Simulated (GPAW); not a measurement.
# BN in line between two Al chains: relaxation, then transmission at several levels, part 2 of 2

Aim: the conductance of BN in line between two Al chains after relaxation, and whether geometry, basis or functional moves it most.

GPAW 26.7.0; GPAW LCAO, PAW setups; relaxation of the junction within the symmetry of its start, lead ends held (the session's first sound run).

So far, transmission at the Fermi level (one spin): step 3 (double-zeta polarised basis, PBE, GPAW) 1.24; step 4 (single-zeta polarised basis, PBE, GPAW) 1.22; step 5 (GPAW, sz: basis = "sz(dzp)", PBE, GPAW) 1.35; step 6 (revPBE in the dzp basis: xc = "revPBE") 1.22; step 7 (the structure as built: geometry = "as built", PBE, GPAW) 1.35. Also open channels of the lead at the Fermi level (one spin): 2 in steps 3, 4, 5 and 7.

### 9. The levels side by side

The curves are compared point by point over the common energies.

This step: comparison of transmission and cost over codes, levels and geometry (GPAW 26.7.0).

Ladder, by row:

```csv
step,code,T at the Fermi level (sum over the listed spins),conductance (G0),r.m.s. T(E) from the first,wall time (s),peak memory (GiB),threads
dzp,GPAW,1.238,1.225,0,122.8,1.73,1
szp,GPAW,1.219,1.204,0.05074,86.86,1.7,1
sz,GPAW,1.352,1.34,0.1008,64.55,1.53,1
dzp-revPBE,GPAW,1.217,1.204,0.02503,132.1,1.73,1
asbuilt,GPAW,1.353,1.341,0.09941,111,1.73,1
```

The transmission, zone mean, sum over the listed spins by energy, zero at the Fermi level:

```csv
energy (eV),dzp,szp,sz,dzp-revPBE,asbuilt
-2.000,0.0237,0.0175,0.00766,0.0238,0.0220
-1.800,0.0180,0.0125,0.00193,0.0180,0.0165
-1.600,0.0117,0.00695,6.9e-12,0.0116,0.0105
-1.400,0.00429,1.5e-4,3.9e-13,0.00419,0.00371
-1.200,2.6e-11,3.4e-12,8.4e-14,2.3e-11,2.4e-11
-1.000,1.7e-12,3.5e-13,3.4e-14,1.6e-12,1.7e-12
-0.800,8.5e-13,1.0e-13,2.1e-14,8.3e-13,9.6e-13
-0.600,7.1e-13,5.4e-14,3.8e-14,7.1e-13,8.3e-13
-0.400,0.0569,1.5e-9,0.431,0.0529,0.0659
-0.200,1.04,1.00,1.17,1.02,1.10
-0.025,1.24,1.22,1.35,1.22,1.35
0.000,1.24,1.22,1.35,1.22,1.35
0.200,1.06,1.04,1.17,1.04,1.23
0.400,0.903,0.890,1.01,0.877,1.09
0.600,0.864,0.863,0.970,0.838,1.06
0.800,0.893,1.01,1.09,0.867,1.08
1.000,1.10,1.10,1.16,1.07,1.26
1.200,1.17,1.19,1.24,1.15,1.28
1.400,1.25,1.28,1.33,1.23,1.31
1.600,1.32,1.36,1.41,1.30,1.33
1.800,1.38,1.42,1.48,1.37,1.36
2.000,1.44,1.48,1.54,1.42,1.38
```

### 10. Broadening 0.01

The broadening keeps the Green's functions finite; too large a value absorbs electrons where channels are open and leaks them where none are.

This step: GPAW LCAO, PAW setups; Landauer transmission from Green's functions with principal layers (ASE), zero bias (GPAW 26.7.0).

run.py

```python
import json
import numpy as np
from ase import Atoms
from ase.transport.calculators import TransportCalculator
from gpaw import GPAW, FermiDirac
from gpaw.lcao.tools import get_lcao_hamiltonian
from scipy.linalg import eigh

# The junction with lead layers at both ends, along the third cell vector
device = Atoms(
    ['Al', 'Al', 'Al', 'Al', 'Al', 'Al', 'Al', 'B', 'N', 'Al', 'Al', 'Al', 'Al', 'Al', 'Al', 'Al'],
    positions=[
        [4.50000, 4.50000, 1.20000],
        [4.50000, 4.50000, 3.60000],
        [4.50000, 4.50000, 6.00000],
        [4.50000, 4.50000, 8.40000],
        [4.50000, 4.50000, 10.80000],
        [4.50000, 4.50000, 13.20000],
        [4.50000, 4.50000, 15.53740],
        [4.50000, 4.50000, 17.54181],
        [4.50000, 4.50000, 18.83596],
        [4.50000, 4.50000, 20.58156],
        [4.50000, 4.50000, 22.94760],
        [4.50000, 4.50000, 25.34760],
        [4.50000, 4.50000, 27.74760],
        [4.50000, 4.50000, 30.14760],
        [4.50000, 4.50000, 32.54760],
        [4.50000, 4.50000, 34.94760]],
    cell=[[9.0, 0.0, 0.0], [0.0, 9.0, 0.0], [0.0, 0.0, 36.1476]],
    pbc=True)

# One principal layer of the lead: the first 4 atoms of the device
lead = Atoms(
    ['Al', 'Al', 'Al', 'Al'],
    positions=[
        [4.50000, 4.50000, 1.20000],
        [4.50000, 4.50000, 3.60000],
        [4.50000, 4.50000, 6.00000],
        [4.50000, 4.50000, 8.40000]],
    cell=[[9.0, 0.0, 0.0], [0.0, 9.0, 0.0], [0.0, 0.0, 9.6]],
    pbc=True)

settings = dict(mode='lcao', basis='dzp', xc='PBE', h=0.18,
                occupations=FermiDirac(0.1), maxiter=250,
                mixer=dict(beta=0.1, nmaxold=8, weight=100.0),
                convergence=dict(density=0.0001))
energies = np.arange(-2, 2 + 1e-9, 0.025)
eta = 0.01
n1, n2 = 1, 1
# k and -k transmit alike, so half of the mesh across the current serves
mesh = [(i, j) for i in range(n1) for j in range(n2) if (i, j) <= (-i % n1, -j % n2)]
weights = np.array([1 if (i, j) == (-i % n1, -j % n2) else 2 for i, j in mesh]) / (n1 * n2)

# [... helper functions left out ...]
fermi_lead = ground_state(lead, (1, 1, 12), 'lead.txt')
fermi_device = ground_state(device, (1, 1, 2), 'device.txt')
# [... loop over the mesh left out, but for ...]
        # Shift the lead onto the potential of the device's first layer
        shift = ((H[:, 0, 0] - H0[:, 0, 0]) / S0[0, 0]).real.mean()
# [...]
kT = 8.617333e-5 * 300
bias = [0.1, 0.2, 0.5, 1.0, 1.5, 2.0]
# [... integrals and printing left out ...]
```

Launch:

```console
$ OMP_NUM_THREADS=1 OPENBLAS_NUM_THREADS=1 python run.py
```

It took 2.1 min on 1 thread of Arm Neoverse V2, shared host; peak memory 1.7 GiB.

The run finished with changed settings (eta = 0.01); it serves as a test.

Side by side:

```csv
quantity,this run,sound run,difference
conductance (G₀),0.90822,1.2252,-0.317
transmission at the Fermi level (one spin),0.91866,1.2381,-0.319
```

The two runs differ clearly in the conductance: 0.908 G₀ against 1.23 G₀.

### 11. Summary of results

```yaml
conductance: 1.23 G₀
transmission_at_the_fermi_level_mean_of_the_spins: 1.24
thermopower: about 0 (under 1.5 μV/K)
open_channels_of_the_lead_there: 2
```

**Reading.** In the dzp basis the junction conducts 1.23 G₀ at 300 K, with T = 1.24 a spin at the Fermi level; the sz basis reaches that conductance within 10 %. Relaxation moved atoms by up to 0.063 Å and took the conductance from 1.34 to 1.23 G₀, as a ratio about as much as the step from dzp to the minimal basis. The scatterer reflects about 38 % of the incoming channels at the Fermi level. At the Fermi level two eigenchannels carry the current (0.62 and 0.62). Measured against the first run (dzp), the nearest curve is that of dzp-revPBE (r.m.s. 0.025) and the farthest that of sz (0.10). Over the compared runs wall time goes from 65 s (sz) to 132 s (dzp-revPBE), on a shared host. The leads kept an estimated spacing and the cell its length, so the junction may be under some tension or compression. The geometry comes from the orbital basis, which tends to overbind, and kept the symmetry of the start, so a structure of lower symmetry may lie lower. An evenly spaced straight chain is an idealisation: free chains tend to dimerise, zigzag or, where a band edge lies near the Fermi level, turn magnetic. The currents use the zero-bias T(E) throughout, which holds only while the bias is small against the distance to the nearest feature.

[Logs are printed without paths, hosts, clocks, repeated set-up lines and the standing remarks that a program may print on its own settings, such as how far it seeks lower states.]

[Hosts, paths, dates, database ids (printed as entryN), source tags and the programs' standing remarks are cut or masked in the printed files.]
